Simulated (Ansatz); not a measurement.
# BePd (Pm-3m): phonons and vibrational spectra, part 2 of 2

How does BePd (Pm-3m) vibrate, and is this structure a minimum?

Ansatz 0.2.0; DFT PBEsol, scalar-relativistic, plane waves, PAW; PAW set soft_1.

So far. Step 3 (Tight relaxation): The forces vanish by symmetry and the pressure is 0.009 GPa, within the tolerances set. The cell now holds 10.95 Å³/atom. The relaxed cell has a = 2.797 Å (conventional setting).

## 4. Modes at Γ

The zone centre comes first: it holds the modes that light can see, as far as symmetry allows. No field response is asked, since the mesh shows no gap.

The input, input.yaml:

```yaml
crystal:
  lattice:
    - [2.7974234134, 0.0, 0.0]
    - [0.0, 2.7974234134, 0.0]
    - [0.0, 0.0, 2.7974234134]
  atoms:
    - { symbol: Be, position: [0.0, 0.0, 0.0] }
    - { symbol: Pd, position: [0.5, 0.5, 0.5] }
kpoints:
  mp_grid: { grid: [16, 16, 16] }
hamiltonian:
  xc: pbesol
  pseudopotentials: { kind: paw, azcp: { folder: soft_1 }, xc_functional: pbe }
scf:
  occupations: { method: methfessel_paxton, width: 0.2 }
output:
  eigenvalues: true
phonons:
  method: dfpt
```

On the command line:

```console
ansatz run input.yaml --threads 4 --pin off --max-ram 10240MiB --backend cpu --events-out ev --progress --plain --runs-dir out
```

Numbers of over 12 decimals in the logs are rounded to 6 here.

The log of the run:

```text
[...]
Crystal: 2 atoms, lattice volume = 21.891 Å³
Basis set: ecut = 420 eV, 437 PW (Γ), exchange–correlation on 40×40×40 points (8 copies of the dense FFT grid, shifted against one another)
Bands: 14, of which v1, the nominal top of the filled ones, is band 10 counted from 1 (9 counted from 0)
Symmetry: 48 space group operations
k-points: 405 of 4096 (irreducible under 8 space group operations, time reversal used)
[...]
SCF iter   1: F=—  HF=-7001.875472 eV  |F-HF|=—  |Δ(HF+E_count)|=         —  Δρ=2.42e-1  dr2=1.68e1  ethr=3.10e-3  ⟨swp⟩=5.1  Hψ=29064  notcnv=0
[...]
SCF iter   9: F=-6998.303139 eV  HF=-6998.303139 eV  |F-HF|=9.09e-13  |Δ(HF+E_count)|=  7.28e-12  S|Δr|=    0.00e0  Δρ=1.55e-8  dr2=5.80e-14  ethr=1.00e-12  ⟨swp⟩=5.2  Hψ=19984  notcnv=0
SCF 1 converged in 9 iterations: F = -6998.303139 eV  dr2 = 5.80e-14
[...]
DFPT response loops at Γ: preconditioner auto → Kerker (q_TF=auto, 2.688 Å⁻¹) (partly filled bands, converged f_vac=0.000); β = 1.00, the filter's whole step (`scf.mixing.beta` (0.50) is not read by the response loops under this deck's `scf.mixing.preconditioner`; to damp them name `kerker` or `kerker_dos`, under which they read `scf.mixing.beta`, and type it under 1.00, their step now; both keys bind the ground state too); Broyden in place of MSR1
SCF converged after 9 iterations
[...]
Free energy (F): -6998.303139 eV
[...]
Internal energy: -6998.302022 eV  (E = F + TS)
E sigma→0 (E₀):  -6998.302859 eV
Entropy (-TS):   -0.001117 eV (-0.559 meV/atom)
Fermi energy:    17.061647 eV
Step filling:    the computed levels leave a gap of 0.0000 eV = 0.0 smearing widths at the electron count; against every level under it full and every level over it empty, smearing changes F+E_penalty+E_count by -1.079 meV and its σ→0 estimate by -0.800 meV
[...]
--- Band table (eV; the first three rows and the last of 405) ---
  k-point 0: bands = [... 6 lower, 11.3123, 14.6837, 14.6837, 14.6837, 22.4402, 22.4402, 22.4402, 31.4079]
  k-point 1: bands = [... 6 lower, 11.3529, 14.6052, 14.6052, 14.6892, 22.1426, 22.5878, 22.5878, 31.2709]
  k-point 2: bands = [... 6 lower, 11.4699, 14.3928, 14.3928, 14.7049, 21.3827, 23.0077, 23.0077, 30.8942]
  k-point 404: bands = [... 6 lower, 10.5070, 15.8245, 15.8245, 21.8620, 22.6487, 22.6487, 22.6487, 23.8745]
--- Phonons (Γ-DFPT): 2 representative perturbations + reference, on 405 of 4096 k-points (Σ response iterations 6) ---
  k mesh reduced under 8 symmetry operations, with k and −k counted as one. Each operation leaves every solved perturbation unchanged. A smaller set is not used because it would not reduce the number of displacements times k-points to solve
  ASR residual: 5.543e-6 → 0.000e0 eV/Å²; symmetrization residual: 2.553e-7 eV/Å²
  ASR residual per site (eV/Å²): 2.17e-6 5.54e-6
  Γ frequencies (cm⁻¹): 0.00 0.00 0.00 379.90 379.90 379.90
  non-analytic LO–TO correction: not included (Born effective charges unavailable; polar crystals: no LO–TO splitting at Γ)
```

Run time: 6.6 s. Hardware: 4 threads of Intel Xeon Platinum 8375C at 2.90GHz (Ice Lake), shared host; peak memory 0.86 GiB.

In the SCF lines HF is the Harris–Foulkes energy and dr2 the Hartree energy of the density residual, in eV; the loop may stop once dr2 is under the threshold and the program's other checks hold. Hψ counts applications of the Hamiltonian.

This step gave:

- sum-rule residual before enforcement: 5.54e-6 eV/Å²
- point group: m-3m
- highest optical mode at the zone centre (no LO-TO term): 379.9 cm⁻¹
- lowest optical zone-centre mode: 379.9 cm⁻¹

Patterns of degenerate modes are one choice out of their space. Modes at Γ, with each element's share of the kinetic energy:

| mode | frequency (cm⁻¹) | symmetry | Be % | Pd % |
| --- | --- | --- | --- | --- |
| 1 | 0.0 | acoustic | 8 | 92 |
| 2 | 0.0 | acoustic | 8 | 92 |
| 3 | 0.0 | acoustic | 8 | 92 |
| 4 | 379.9 | T1u | 92 | 8 |
| 5 | 379.9 | T1u | 92 | 8 |
| 6 | 379.9 | T1u | 92 | 8 |

Displacements in mode 5 (379.9 cm⁻¹), the largest set to 1:
```
Be1  0.00  0.00  1.00
Pd2  0.00  0.00 -0.08
```

Before it was imposed, the acoustic sum rule was missed by 5.5e-6 eV/Å². Small misses are needed for a sound result but don't prove that mesh and cutoff are converged. The lowest optical mode is real, 380 cm⁻¹.

## 5. Phonons on a q mesh

Stability and thermal properties need the whole zone. Linear response on a 4×4×4 q mesh gives force constants as far as a supercell of that size would.

Edit input.yaml of step 4 so:

```diff
@@ -19 +19,8 @@
   method: dfpt
+  qmesh: [4, 4, 4]
+  temperatures: { t_max: 1000, t_step: 50 }
+  qpath:
+    path:
+      - [[0.0, 0.0, 0.0], [0.0, 0.5, 0.0], [0.5, 0.5, 0.0], [0.0, 0.0, 0.0], [0.5, 0.5, 0.5], [0.0, 0.5, 0.0]]
+      - [[0.5, 0.5, 0.5], [0.5, 0.5, 0.0]]
+    npoints: 10
```

The log of the run:

```text
[...]
Crystal: 2 atoms, lattice volume = 21.891 Å³
Basis set: ecut = 420 eV, 437 PW (Γ), exchange–correlation on 40×40×40 points (8 copies of the dense FFT grid, shifted against one another)
Bands: 14, of which v1, the nominal top of the filled ones, is band 10 counted from 1 (9 counted from 0)
Symmetry: 48 space group operations
k-points: 165 of 4096
[...]
SCF iter   1: F=—  HF=-7001.875474 eV  |F-HF|=—  |Δ(HF+E_count)|=         —  Δρ=2.42e-1  dr2=1.68e1  ethr=3.10e-3  ⟨swp⟩=5.1  Hψ=11855  notcnv=0
[...]
SCF iter   9: F=-6998.303139 eV  HF=-6998.303139 eV  |F-HF|=9.09e-13  |Δ(HF+E_count)|=  8.19e-12  S|Δr|=    0.00e0  Δρ=1.54e-8  dr2=5.91e-14  ethr=1.00e-12  ⟨swp⟩=5.2  Hψ=8159  notcnv=0
SCF 1 converged in 9 iterations: F = -6998.303139 eV  dr2 = 5.91e-14
[...]
SCF iter   1: F=—  HF=-6998.303136 eV  |F-HF|=—  |Δ(HF+E_count)|=         —  Δρ=1.05e-7  dr2=1.41e-12  ethr=2.28e-8  ⟨swp⟩=2.7  Hψ=17999  notcnv=0
eigensolver tolerance schedule: the retry pair's looser diagonalisation over-reported the residual by 3244296.06 of it (diagonalisation noise at an unbounded share of the residual, at the tolerance the schedule requests for it); recorded, not acted on — ethr = c·dr2/N_el stays at c = 1.0e-1
[...]
SCF iter   2: F=—  HF=-6998.303139 eV  |F-HF|=—  |Δ(HF+E_count)|=   2.99e-6  S|Δr|=    0.00e0  Δρ=6.76e-8  dr2=8.14e-13  ethr=1.00e-12  ⟨swp⟩=4.8  Hψ=8602  notcnv=0
SCF iter   3: F=-6998.303139 eV  HF=-6998.303139 eV  |F-HF|=9.09e-13  |Δ(HF+E_count)|=  9.09e-13  S|Δr|=    0.00e0  Δρ=3.82e-8  dr2=2.31e-13  ethr=1.00e-12  ⟨swp⟩=1.0  Hψ=5291  notcnv=0
SCF 2 converged in 3 iterations: F = -6998.303139 eV  dr2 = 2.31e-13
phonons: the bands overlap, so this run is a metal and interpolates without the dipole-dipole term. If the crystal is really an insulator or semiconductor, its LO-TO splitting is missing
NSCF: frozen V_eff on 165 k-points
[...]
DFPT response loops at q = (0, 0, 0) (fractional): preconditioner auto → Kerker (q_TF=auto, 2.688 Å⁻¹) (partly filled bands, converged f_vac=0.000); β = 1.00, the filter's whole step (`scf.mixing.beta` (0.50) is not read by the response loops under this deck's `scf.mixing.preconditioner`; to damp them name `kerker` or `kerker_dos`, under which they read `scf.mixing.beta`, and type it under 1.00, their step now; both keys bind the ground state too); Broyden in place of MSR1
[...]
SCF converged after 9 iterations
[...]
Free energy (F): -6998.303139 eV
[...]
Internal energy: -6998.302022 eV  (E = F + TS)
E sigma→0 (E₀):  -6998.302859 eV
Entropy (-TS):   -0.001117 eV (-0.559 meV/atom)
Fermi energy:    17.061647 eV
[...]
--- Band table (eV; the first three rows and the last of 165) ---
  k-point 0: bands = [... 6 lower, 11.3123, 14.6837, 14.6837, 14.6837, 22.4402, 22.4402, 22.4402, 31.4079]
  k-point 1: bands = [... 6 lower, 11.3529, 14.6052, 14.6052, 14.6892, 22.1426, 22.5878, 22.5878, 31.2709]
  k-point 2: bands = [... 6 lower, 11.4699, 14.3928, 14.3928, 14.7049, 21.3827, 23.0077, 23.0077, 30.8942]
  k-point 164: bands = [... 6 lower, 10.5070, 15.8245, 15.8245, 21.8620, 22.6487, 22.6487, 22.6487, 23.8745]
--- Phonons (Γ-DFPT): 2 representative perturbations + reference (Σ response iterations 6) ---
  ASR residual: 3.767e-6 → 0.000e0 eV/Å²; symmetrization residual: 1.341e-7 eV/Å²
  ASR residual per site (eV/Å²): 2.02e-6 3.77e-6
  Γ frequencies (cm⁻¹): 0.00 0.00 0.00 379.90 379.90 379.90
--- Phonons (arbitrary-q DFPT): 10 irreducible q on the 4×4×4 mesh ---
  q = [0.0000, 0.0000, 0.0000] (star 1, of the zone-centre solve; hermiticity 6.08e-8, symmetrization 2.40e-12): -0.00 0.00 0.00 379.90 379.90 379.90
  q = [0.0000, 0.0000, 0.2500] (star 6, 4 solved perturbations in 4032 linear systems a pass and spin channel, the states on 1296 of 4096 k-point pairs; hermiticity 9.02e-8, symmetrization 3.08e-13): 80.78 80.78 157.43 398.37 398.37 409.23
[...]
q = [0.0000, 0.2500, -0.5000] (star 12, 6 solved perturbations on 1296 of 4096 k-point pairs; hermiticity 3.43e-8, symmetrization 6.24e-9): 108.23 140.09 193.20 394.64 395.19 411.19
[...]
sum rule: each row above includes the acoustic sum rule's correction from the zone centre's row sums; it moved no ω² by more than (0.25 cm⁻¹)²
  mesh force constants: q→R imaginary residual 1.77e-18; ASR residual 3.767e-6 → 0.000e0 eV/Å²; symmetrization residual 5.329e-15 eV/Å²
  interpolated dispersion: 62 rows × 6 modes
  density of states and harmonic sums: on the 24×24×24 q-mesh, interpolated from the force constants of a 4×4×4 supercell (no non-analytic term)
  largest difference from the sums on the solved wave vectors: F 1.10e-2 eV, S 1.51e-5 and C_V 4.02e-6 eV/K
  zero-point energy: 0.101142 eV/cell   skipped modes (ω ≤ 0): 3   left out of the sums: 3.62e-5 of the cell's modes: C_V's classical limit lies that fraction below 3 k_B per atom; for a crystal, a wire or a layer, F and S can be off by more, and a phonons.interpolated_qmesh denser along its periods is the remedy for the sampling
```

The job ended after 3.2 min (4 threads; peak memory 2.1 GiB; 12 min of CPU time).

This step gave:

```
sum-rule residual before enforcement                       : 3.77e-6 eV/Å²
lowest frequency on the path                               : 0 cm⁻¹
highest frequency on the path or at a solved wavevector    : 463.1 cm⁻¹
mean frequency                                             : 271.9 cm⁻¹
Debye temperature (second moment)                          : 561 K
logarithmic mean frequency                                 : 235.6 cm⁻¹
lowest mode on the q mesh (acoustic modes at Γ apart)      : 80.78 cm⁻¹
zero-point energy per atom                                 : 50.57 meV
heat capacity at 300 K                                     : 21.22 J/(mol atoms K)
vibrational entropy at 300 K                               : 23.91 J/(mol atoms K)
edges of the widest gap between branches, on path and mesh : 218.2, 364.4 cm⁻¹
```

Frequencies (cm⁻¹) solved at each irreducible wavevector; negative means imaginary. Frequencies by wavevector, by row:

```csv
q in reciprocal lattice units,star,mode 1,mode 2,mode 3,mode 4,mode 5,mode 6
0 0 0,1,0,0,0,379.9,379.9,379.9
0 0 0.25,6,80.8,80.8,157.4,398.4,398.4,409.2
0 0 -0.5,3,108.2,108.2,218.2,418.9,418.9,463.1
0 0.25 0.25,12,94.7,122.1,167.2,372.6,397.4,437.2
0 0.25 -0.5,12,108.2,140.1,193.2,394.6,395.2,411.2
0 -0.5 -0.5,3,109.2,158.8,158.8,364.4,375.1,375.1
0.25 0.25 0.25,8,145.5,145.5,166.6,392.5,392.5,411.4
0.25 0.25 -0.5,12,144.8,151.6,189,374.7,401.3,414.5
0.25 -0.5 -0.5,6,147.7,185.5,185.5,395.5,395.5,396.8
-0.5 -0.5 -0.5,1,182.5,182.5,182.5,415.2,415.2,415.2
```

Interpolated from a 4×4×4 q mesh. Phonon branches along the path, in cm⁻¹:

```csv
point,branch 1,branch 2,branch 3,branch 4,branch 5,branch 6
Γ,0,0,0,380,380,380
halfway,81,81,157,398,398,409
X,108,108,218,419,419,463
halfway,108,140,193,395,395,411
M,109,159,159,364,375,375
halfway,95,122,167,373,397,437
Γ,0,0,0,380,380,380
halfway,146,146,167,392,392,411
R,182,182,182,415,415,415
halfway,145,152,189,375,401,414
X,108,108,218,419,419,463
jump to R,182,182,182,415,415,415
halfway,148,186,186,396,396,397
M,109,159,159,364,375,375
```

The phonon branches as a text plot (rows in cm⁻¹):

```
    453 |      ***                                      **
    434 |     *   **       ****      ***              **
    415 |   *******       *    *    *   *  *****************
    396 |  ***     ***   * ******  *   ******    **** **    **
    376 |**          ******************            ***        ***
    357 |              *                                        *
    338 |
    318 |
    299 |
    280 |
    260 |
    241 |
    222 |      ***                                      **
    203 |     *   **                                 ***
    183 |    *      **    ***              **********     *****
    164 |   *         ****   *         *****      **       **  **
    145 |           **   **** *      ** *           **       *
    125 |         **         * *       *             ***      **
    106 |  *  *************** *     ***                ***      *
     87 |   **               ****
     68 | *                    *    *
     48 |  *                    ** *
     29 |**                      * *
     10 |*                        *
         Γ      X      M          Γ            R        X|R     M
```

The phonon density of states has structure finer than the step of the table below, so its rows give means over 20 cm⁻¹, whole bins alone (the curve runs from 2.5 to 462 cm⁻¹). Peaks (cm⁻¹: height): 107.5: 0.0424, 182.5: 0.0474, 377.5: 0.0755, 397.5: 0.0687, 412.5: 0.0603.

Tetrahedra on a 24×24×24 mesh, mean over bins of 5 cm-1. Interpolated from a 4×4×4 q mesh. The phonon density of states by wavenumber; means over each step:

wavenumber (cm⁻¹), phonon density of states (1/cm⁻¹/cell) and a bar:
```
       20     0.0002 
       40     0.0008 
       60     0.0023 #
       80     0.0056 ###
      100     0.0207 ###########
      120     0.0278 ###############
      140     0.0219 ############
      160     0.0228 ############
      180     0.0371 ####################
      200     0.0096 #####
      220     0.0012 #
      240     0.0000 
      260     0.0000 
      280     0.0000 
      300     0.0000 
      320     0.0000 
      340     0.0000 
      360     0.0017 #
      380     0.0506 ###########################
      400     0.0559 ##############################
      420     0.0301 ################
      440     0.0108 ######
```

The partial phonon density of states has structure finer than the step of the table below, so its rows give means over 20 cm⁻¹, whole bins alone (the curve runs from -10 to 486 cm⁻¹). Peaks (cm⁻¹: height): Be 380.2: 0.0600, 398.9: 0.0583; Pd 108.6: 0.0373, 180.4: 0.0423.

Phonopy on the run's constants, 21x21x21 mesh, Gaussian sigma 3.5 cm-1. Interpolated from a 4×4×4 q mesh. The partial phonon density of states by wavenumber; means over each step; values in 1/cm⁻¹/cell:

```csv
wavenumber (cm⁻¹),Be,Pd
0,0,1.8e-5
20,1.6e-5,1.9e-4
40,6.1e-5,8.2e-4
60,1.4e-4,0.00215
80,2.5e-4,0.00538
100,4.1e-4,0.0203
120,5.4e-4,0.0270
140,8.0e-4,0.0211
160,0.00114,0.0218
180,0.00171,0.0352
200,4.1e-4,0.00925
220,1.8e-5,0.00129
240,0,1.0e-7
260,0,0
280,0,0
300,0,0
320,0,0
340,0,0
360,0.00210,1.5e-4
380,0.0469,0.00347
400,0.0537,0.00152
420,0.0299,3.2e-4
440,0.0109,4.9e-5
460,0.00105,1.8e-6
```

Second derivatives of the energy by pair, one row for each kind of neighbour of each atom listed. Each entry sums the pair over the periodic images of the supercell that the q mesh stands for, and in a polar crystal it holds the long-range dipole part too. Force constants by pair, by row:

```csv
atom,neighbour,distance (Å),third of the trace (eV/Å²),along the pair's line (eV/Å²)
Be1,itself,0,5.153,–
Be1,Pd,2.423,-0.5023,-1.633
Be1,Be,2.797,0.0301,-0.0175
Be1,Be,3.956,-0.0058,-0.0879
Be1,Pd,4.639,-0.0159,-0.0298
Be1,Be,4.845,-0.1181,-0.3336
Be1,Be,5.595,0.001,0.0147
Be1,Pd,6.097,0.0015,0.0062
Be1,Be,6.255,0.0033,0.0096
Pd2,itself,0,10.44,–
Pd2,Be,2.423,-0.5023,-1.633
Pd2,Pd,2.797,-0.8241,-3.096
Pd2,Pd,3.956,-0.1238,-0.271
Pd2,Be,4.639,-0.0159,-0.0298
Pd2,Pd,4.845,0.0402,0.0893
Pd2,Pd,5.595,-0.0014,0.2366
Pd2,Be,6.097,0.0015,0.0062
Pd2,Pd,6.255,0.0202,-0.0041
```

Harmonic thermodynamic functions per atom, from the density of states. Interpolated from a 4×4×4 q mesh. Thermodynamic functions, by row:

| T (K) | F_vib (meV/atom) | S (J/mol-atom/K) | C_V (J/mol-atom/K) |
| --- | --- | --- | --- |
| 0 | 50.57 | 0 | 0 |
| 50 | 50.38 | 1.479 | 3.885 |
| 100 | 48.44 | 6.198 | 10.11 |
| 200 | 36.86 | 15.93 | 17.89 |
| 300 | 16.05 | 23.91 | 21.22 |
| 400 | -12.14 | 30.25 | 22.7 |
| 500 | -46.24 | 35.4 | 23.46 |
| 600 | -85.23 | 39.72 | 23.9 |
| 700 | -128.4 | 43.43 | 24.17 |
| 800 | -175.1 | 46.67 | 24.34 |
| 900 | -225 | 49.54 | 24.47 |
| 1000 | -277.7 | 52.12 | 24.56 |

Harmonic mean-square displacement, third of the trace. Interpolated from a 4×4×4 q mesh. Mean square displacements, by row:

| T (K) | Be1 U_eq (Å²) | Pd2 U_eq (Å²) |
| --- | --- | --- |
| 0 | 0.00502 | 0.00117 |
| 100 | 0.00534 | 0.00173 |
| 300 | 0.00806 | 0.00428 |
| 600 | 0.01403 | 0.00837 |

Symmetry leaves 10 wavevectors to solve. The lowest mode among them, the acoustic zeros apart, lies at q = (0, 0, 0.25) and is real, 80.8 cm⁻¹.

## 6. Isotope substitution

An isotope changes the mass and not the force constants, so no new electronic calculation is needed; the shifts show which modes move this element.

The same force constants with the mass of Pd changed from 106.420 to 109.905 u (phonopy, no LO-TO term). Both lists are sorted by frequency; levels can cross, so a row need not hold one and the same mode. Modes under 3 cm⁻¹ are left out. Isotope shifts, by row:

| q | rank | natural mass (cm⁻¹) | changed mass (cm⁻¹) |
| --- | --- | --- | --- |
| 0 0 0 | 4 | 379.9 | 379.4 |
| 0 0 0 | 5 | 379.9 | 379.4 |
| 0 0 0 | 6 | 379.9 | 379.4 |
| 0 0 0.25 | 1 | 80.78 | 79.53 |
| 0 0 0.25 | 2 | 80.78 | 79.53 |
| 0 0 0.25 | 3 | 157.4 | 155 |
| 0 0 0.25 | 4 | 398.4 | 398.2 |
| 0 0 0.25 | 5 | 398.4 | 398.2 |
| 0 0 0.25 | 6 | 409.2 | 409 |
| 0 0 -0.5 | 1 | 108.2 | 106.5 |
| 0 0 -0.5 | 2 | 108.2 | 106.5 |
| 0 0 -0.5 | 3 | 218.2 | 214.7 |
| 0 0 -0.5 | 4 | 418.9 | 418.9 |
| 0 0 -0.5 | 5 | 418.9 | 418.9 |
| 0 0 -0.5 | 6 | 463.1 | 463.1 |
| 0 0.25 0.25 | 1 | 94.7 | 93.21 |
| 0 0.25 0.25 | 2 | 122.1 | 120.3 |
| 0 0.25 0.25 | 3 | 167.2 | 164.6 |
| 0 0.25 0.25 | 4 | 372.6 | 372 |
| 0 0.25 0.25 | 5 | 397.4 | 397.3 |
| 0 0.25 0.25 | 6 | 437.2 | 437.2 |

A mode of this element alone would shift by -1.60 %. The highest zone-centre frequency without the field goes from 379.9 to 379.4 cm⁻¹ (-0.1 %). The product of the frequency ratios over all optical modes at Γ is 0.996; the product rule, (m/m′)^(3k/2) (M′/M)^(3/2) with k = 1 such atoms and M the mass of the cell, gives 0.996.

## 7. Outcome

```yaml
space_group_after_relaxation_within_0p01_a: Pm-3m
volume_per_atom: 10.9 Å³
electronic_character: no gap on this mesh
highest_optical_mode_at_the_zone_centre_no_lo_to_term: 380 cm⁻¹
lowest_optical_zone_centre_mode: 380 cm⁻¹
lowest_mode_on_the_q_mesh_acoustic_modes_at_gamma_apart: 80.8 cm⁻¹
highest_frequency_on_the_path_or_at_a_solved_wavevector: 463 cm⁻¹
zero_point_energy_per_atom: 50.6 meV
heat_capacity_at_300_k: 21.2 J/(mol atoms K)
vibrational_entropy_at_300_k: 23.9 J/(mol atoms K)
debye_temperature_second_moment: 561 K
imaginary_modes_on_the_4x4x4_q_mesh: none
```

**Reading.** The structure is a minimum as far as tested: no mode is imaginary at the 10 irreducible wavevectors of the 4×4×4 mesh, and the softest away from the acoustic zeros lies at 81 cm⁻¹. The optical modes at Γ form one degenerate level at 380 cm⁻¹. The highest mode in this list at Γ, 379.9 cm⁻¹, is mostly motion of Be (92 % of the kinetic energy). On the path and the mesh, the widest gap between branches runs from 218 to 364 cm⁻¹. With no gap, or one that is small against the smearing, the frequencies hang on the k mesh and the smearing, most of all near Kohn anomalies. The PAW files were made for PBE and serve the other functionals too. A phonon run warned that its eigensolver left some bands unconverged in a pass. These are harmonic frequencies at zero temperature: anharmonic shifts, linewidths and thermal expansion are left out.

[Logs are printed without paths, hosts, clocks, repeated set-up lines and the standing remarks that a program may print on its own settings, such as how far it seeks lower states.]

[Hosts, paths, dates, database ids (printed as entryN), source tags and the programs' standing remarks are cut or masked in the printed files.]
